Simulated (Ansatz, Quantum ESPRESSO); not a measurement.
# Evanescent states of KBr, rock salt type, lattice constant set to 6.796 Å, part 3 of 4

Wanted: the complex band structure of KBr, rock salt type, lattice constant set to 6.796 Å, as for a tunnel barrier.

Quantum ESPRESSO 7.5; plane-wave DFT, LDA, PseudoDojo norm-conserving pseudopotentials; cross-check by Ansatz 0.2.0 with PAW datasets.

So far. Step 2 (SCF with pw.x): The run needed 8 iterations to bring the estimated error under 1e-09 Ry.

### 3. Complex bands with pwcond.x (continued)

Level of this step: complex band structure by pwcond; plane-wave DFT, LDA, PseudoDojo norm-conserving pseudopotentials (Quantum ESPRESSO).

K across = (1/2, 1/2) in the cell's reciprocal vectors; values within 0.0025 1/Å of each other count once, columns are sorted by size at each energy, a dash where no further value was kept. Table of Im kz of the slowest decaying states by energy, zero at the highest filled level of the SCF mesh:

```
energy (eV)  decay 1 (Å⁻¹)  decay 2 (Å⁻¹)  decay 3 (Å⁻¹)
      -1.92           0.54           1.02           1.73
      -1.68          0.509          0.983           1.71
      -1.44          0.473          0.779           1.09
      -1.20          0.428          0.615           1.14
      -0.96           0.37          0.418           1.16
      -0.72          0.283           1.18           1.64
      -0.48          0.005           1.19           1.61
      -0.24          0.099          0.116           1.20
       0.00          0.271          0.334           1.20
       0.24          0.337          0.421           1.21
       0.72          0.403          0.506           1.21
       0.96          0.422          0.528           1.21
       1.20          0.436          0.541           1.21
       1.44          0.446          0.549           1.21
       1.68          0.452          0.553           1.20
       1.92          0.456          0.553            1.2
       2.16          0.458          0.549           1.20
       2.40          0.458          0.543           1.19
       2.64          0.457          0.533           1.18
       2.88          0.453          0.522           1.18
       3.12          0.449          0.508           1.17
       3.36          0.442          0.491           1.16
       3.60          0.434          0.472           1.15
       3.84          0.425          0.451           1.15
       4.08          0.414          0.426           1.14
       4.32          0.397          0.401           1.13
       4.56          0.365          0.386           1.10
       4.80          0.326           0.37           1.06
       5.28          0.222          0.328          0.997
       5.52          0.134          0.301          0.962
       5.76           0.27          0.926           1.06
       6.00           0.23          0.888           1.05
       6.24          0.177          0.848           1.04
       6.48          0.086          0.806           1.03
       6.72          0.762           1.02           1.10
       6.96          0.716           1.01           1.05
       7.20          0.666           1.01           1.23
       7.44          0.614          0.981           1.19
```

K across = (1/4, 0) in the cell's reciprocal vectors; values within 0.0025 1/Å of each other count once, columns are sorted by size at each energy, a dash where no further value was kept. The Im kz of the slowest decaying states by energy, zero at the highest filled level of the SCF mesh:

```
energy (eV)  decay 1 (Å⁻¹)  decay 2 (Å⁻¹)  decay 3 (Å⁻¹)
      -1.92          0.493           1.06           1.06
      -1.68          0.451           1.02           1.51
      -1.44          0.397          0.988           1.49
      -1.20          0.322          0.944           0.95
      -0.96          0.188           0.89          0.904
      -0.72           0.82           0.85           1.42
      -0.48           0.71          0.789           1.39
      -0.24          0.206          0.679          0.821
       0.00           0.29          0.362          0.581
       0.24          0.343          0.466          0.537
       0.72          0.384          0.563          0.609
       0.96          0.397          0.565          0.642
       1.20          0.406          0.567          0.663
       1.44          0.412          0.569          0.676
       1.68          0.415          0.569          0.684
       1.92          0.415          0.568          0.687
       2.16          0.412          0.567          0.687
       2.40          0.407          0.564          0.684
       2.64            0.4           0.56          0.679
       2.88           0.39          0.556          0.671
       3.12          0.376           0.55          0.661
       3.36          0.359          0.544          0.649
       3.60          0.337          0.536          0.635
       3.84          0.309          0.528          0.619
       4.08          0.273          0.519          0.602
       4.32          0.222          0.508          0.582
       4.56           0.14          0.497          0.561
       4.80          0.484          0.537          0.613
       5.28          0.456          0.485           0.57
       5.52          0.439          0.456          0.545
       5.76           0.42          0.425          0.487
       6.00          0.371           0.39          0.403
       6.24          0.157           0.35          0.379
       6.48          0.132          0.302          0.354
       6.72          0.092          0.237          0.326
       6.96          0.109          0.293           0.33
       7.20           0.11          0.254           0.27
       7.44          0.164          0.189          0.204
```

The program's own clock; routines nest. Time by routine:

```
     routine  wall time (s)  calls
      PWCOND          264.3      1
scatter_forw          196.1    160
      compbs          58.76    160
    compbs_2           55.3    160
       local           8.38      4
        init              1      1
       poten           0.37      1
```

### 4. Complex band structure, with epsproj = 0.001

How much does a setting matter? One run is repeated with a change.

cbs.w.in

```
&inputcond
  outdir = './out'
  prefixl = 'scf'
  band_file = 'cbs.w'
  ikind = 0
  ewind = 4.0
  epsproj = 0.001
  nz1 = 7
  energy0 = 7.44
  denergy = -0.24
/
4
  0.00000000 0.00000000 1.00000000
  0.50000000 0.00000000 1.00000000
  0.50000000 0.50000000 1.00000000
  0.25000000 0.00000000 1.00000000
40
```

Launch:

```console
OMP_NUM_THREADS=1 mpirun -n 2 pwcond.x -in cbs.w.in > cbs.w.out
```

Output:

```text
[banner, memory and clock lines left out]
Program PWCOND v.7.5 starts
[citation notice left out]

[...]
./out/scf.save/

     IMPORTANT: XC functional enforced from input :
     Exchange-correlation= PW
                           (   1   4   0   0   0   0   0)
     Any further DFT definition will be discarded
     Please, verify this is what you really want

     Reading collected, re-writing distributed wavefunctions

===== INPUT FILE containing the left lead =====

     GEOMETRY:

     lattice parameter (alat)  =       9.0811  a.u.
     the volume                =    1059.0750 (a.u.)^3
     the cross section         =      82.4659 (a.u.)^2
     l of the unit cell        =       1.4142 (alat)
     number of atoms/cell      =            4
     number of atomic types    =            2

     crystal axes: (cart. coord. in units of alat)
               a(1) = (  1.0000  0.0000  0.0000 )
               a(2) = (  0.0000  1.0000  0.0000 )
               a(3) = (  0.0000  0.0000  1.4142 )

   Cartesian axes

     site n.     atom                  positions (alat units)
          1        K      tau(  1)=(  0.0000  0.0000  1.4142  )
          2        Br     tau(  2)=(  0.5000  0.5000  1.4142  )
          3        K      tau(  3)=(  0.5000  0.5000  0.7071  )
          4        Br     tau(  4)=(  0.0000  0.0000  0.7071  )

     nr1s                      =           48
     nr2s                      =           48
     nr3s                      =           72
     nr1sx                     =           48
     nr2sx                     =           48
     nr3sx                     =           72
     nr1                       =           48
     nr2                       =           48
     nr3                       =           72
     nr1x                      =           48
     nr2x                      =           48
     nr3x                      =           72

 _______________________________
  Radii of nonlocal spheres:

     type       ibeta     ang. mom.          radius (alat units)
       K          1         0                    0.1476
       K          2         0                    0.1487
       K          3         1                    0.1597
       K          4         1                    0.1597
       K          5         2                    0.1762
       K          6         2                    0.1784
       Br         1         0                    0.1960
       Br         2         0                    0.1993
       Br         3         1                    0.1674
       Br         4         1                    0.1696
       Br         5         2                    0.2147
       Br         6         2                    0.2147
----- General information -----

----- Complex band structure calculation -----

     nrx                       =           48
     nry                       =           48
     nz1                       =            7

     energy0               =         7.4E+00
     denergy               =        -2.4E-01
     nenergy               =         40
     ecut2d                =         6.6E+01
     ewind                 =         4.0E+00
     epsproj               =         1.0E-03

     number of k_|| points=    4
                       cryst. coord.
        k(    1) = (   0.0000000   0.0000000), wk =   0.2500000
        k(    2) = (   0.5000000   0.0000000), wk =   0.2500000
        k(    3) = (   0.5000000   0.5000000), wk =   0.2500000
        k(    4) = (   0.2500000   0.0000000), wk =   0.2500000
----- Information about left lead -----

     nocros                   =           36
     noins                    =           36
     norb                     =          108
     norbf                    =          108
     nrz                      =           72

      iorb      type   ibeta   ang. mom.   m       position (alat)
        1        1       1        0        1   taunew(   1)=(  0.0000  0.0000  0.0000)
        2        1       2        0        1   taunew(   2)=(  0.0000  0.0000  0.0000)
[...]
108        2       6        2        5   taunew( 108)=(  0.5000  0.5000  1.4142)
 ngper, shell number =          437          58
 ngper, n2d =          437          77
---  E-Ef =    7.4400000  k =    0.0000000   0.0000000
---  ie =          1  ik =          1
 Nchannels of the left tip =            2
 Right moving states:
   k1(2pi/a)   k2(2pi/a)   E-Ef (eV)
   0.1355317  -0.0000000   7.4400000
   0.1355317  -0.0000000   7.4400000
 Left moving states:
   k1(2pi/a)   k2(2pi/a)   E-Ef (eV)
  -0.1355317  -0.0000000   7.4400000
  -0.1355317  -0.0000000   7.4400000

---  E-Ef =    7.2000000  k =    0.0000000   0.0000000
---  ie =          2  ik =          1
 Nchannels of the left tip =            1
 Right moving states:
   k1(2pi/a)   k2(2pi/a)   E-Ef (eV)
  -0.1502694   0.0000000   7.2000000
 Left moving states:
   k1(2pi/a)   k2(2pi/a)   E-Ef (eV)
   0.1502694   0.0000000   7.2000000
[... further energies and points left out ...]
---  E-Ef =   -1.6800000  k =    0.2500000   0.0000000
---  ie =         39  ik =          4
 Nchannels of the left tip =            0
 Right moving states:
   k1(2pi/a)   k2(2pi/a)   E-Ef (eV)
 Left moving states:
   k1(2pi/a)   k2(2pi/a)   E-Ef (eV)

---  E-Ef =   -1.9200000  k =    0.2500000   0.0000000
---  ie =         40  ik =          4
 Nchannels of the left tip =            0
 Right moving states:
   k1(2pi/a)   k2(2pi/a)   E-Ef (eV)
 Left moving states:
   k1(2pi/a)   k2(2pi/a)   E-Ef (eV)

[...]
```

It took 2.7 min on 2 MPI ranks of Intel Xeon Platinum 8488C (Sapphire Rapids), shared host; peak memory 0.15 GiB.

The changed values were drawn from a wide range, not chosen for quality; the comparison shows what they did here together.

Beside the run it was changed from:

```
                                       quantity  this run  unchanged run  difference
peak of the smallest κ at the zone centre (Å⁻¹)     0.315          0.315           0
       peak of the smallest κ at (1/2, 0) (Å⁻¹)      0.63          0.632     -0.0020
     peak of the smallest κ at (1/2, 1/2) (Å⁻¹)     0.459          0.458      0.0010
                                  wall time (s)       161            265
```

The physical values in this table move by up to 0.32 %.

### 5. Complex band structure, with ikind = 1

Another try, with an input changed as a hurried user might.

cbs.bad.in

```
&inputcond
  outdir = './out'
  prefixl = 'scf'
  tran_file = 'cbs.bad.dat'
  ikind = 1
  ewind = 4.0
  epsproj = 1e-05
  nz1 = 7
  energy0 = 7.44
  denergy = -0.24
/
4
  0.00000000 0.00000000 1.00000000
  0.50000000 0.00000000 1.00000000
  0.50000000 0.50000000 1.00000000
  0.25000000 0.00000000 1.00000000
40
```

Launch:

```console
OMP_NUM_THREADS=1 mpirun -n 2 pwcond.x -in cbs.bad.in > cbs.bad.out
```

Output:

```text
[banner, memory and clock lines left out]
Program PWCOND v.7.5 starts

          URL

     ./out/scf.save/

     IMPORTANT: XC functional enforced from input :
     Exchange-correlation= PW
                           (   1   4   0   0   0   0   0)
     Any further DFT definition will be discarded
     Please, verify this is what you really want

     Reading collected, re-writing distributed wavefunctions

===== INPUT FILE containing the left lead =====

     GEOMETRY:

     lattice parameter (alat)  =       9.0811  a.u.
     the volume                =    1059.0750 (a.u.)^3
     the cross section         =      82.4659 (a.u.)^2
     l of the unit cell        =       1.4142 (alat)
     number of atoms/cell      =            4
     number of atomic types    =            2

     crystal axes: (cart. coord. in units of alat)
               a(1) = (  1.0000  0.0000  0.0000 )
               a(2) = (  0.0000  1.0000  0.0000 )
               a(3) = (  0.0000  0.0000  1.4142 )

   Cartesian axes

     site n.     atom                  positions (alat units)
          1        K      tau(  1)=(  0.0000  0.0000  1.4142  )
          2        Br     tau(  2)=(  0.5000  0.5000  1.4142  )
          3        K      tau(  3)=(  0.5000  0.5000  0.7071  )
          4        Br     tau(  4)=(  0.0000  0.0000  0.7071  )

     nr1s                      =           48
     nr2s                      =           48
     nr3s                      =           72
     nr1sx                     =           48
     nr2sx                     =           48
     nr3sx                     =           72
     nr1                       =           48
     nr2                       =           48
     nr3                       =           72
     nr1x                      =           48
     nr2x                      =           48
     nr3x                      =           72

 _______________________________
  Radii of nonlocal spheres:

     type       ibeta     ang. mom.          radius (alat units)
       K          1         0                    0.1476
       K          2         0                    0.1487
       K          3         1                    0.1597
       K          4         1                    0.1597
       K          5         2                    0.1762
       K          6         2                    0.1784
       Br         1         0                    0.1960
       Br         2         0                    0.1993
       Br         3         1                    0.1674
       Br         4         1                    0.1696
       Br         5         2                    0.2147
       Br         6         2                    0.2147

 %%%%%%%%%%%%%%%%%%%%%%%%%%%%%%%%%%%%%%%%%%%%%%%%%%%%%%%%%%%%%%%%%%%%%%%%%%%%%%
     Error in routine do_cond (1):
     different cut-offs on left lead and scattering region
 %%%%%%%%%%%%%%%%%%%%%%%%%%%%%%%%%%%%%%%%%%%%%%%%%%%%%%%%%%%%%%%%%%%%%%%%%%%%%%

     stopping ...
[the rest left out]
```

The job ended after 1.8 s (2 MPI ranks; peak memory 0.09 GiB).

The program refused the input before any cycle.

The fault put into the input: a transmission asked without a scattering region (inputcond.ikind = 1).

The message: “do_cond (1): different cut-offs on left lead and scattering region”. ikind = 1 needs a scattering region, which this input doesn't give; ikind = 0 solves the crystal alone.

(Continued in part 4 of 4.)

[Logs are printed without paths, hosts, clocks, repeated set-up lines and the standing remarks that a program may print on its own settings, such as how far it seeks lower states.]

[Hosts, paths, dates, database ids (printed as entryN), source tags and the programs' standing remarks are cut or masked in the printed files.]

[Maps of the electrostatic potential energy from Ansatz leave out the sawtooth potential of an applied field or a dipole correction, so their vacuum need not be flat; planar profiles and work functions include it.]
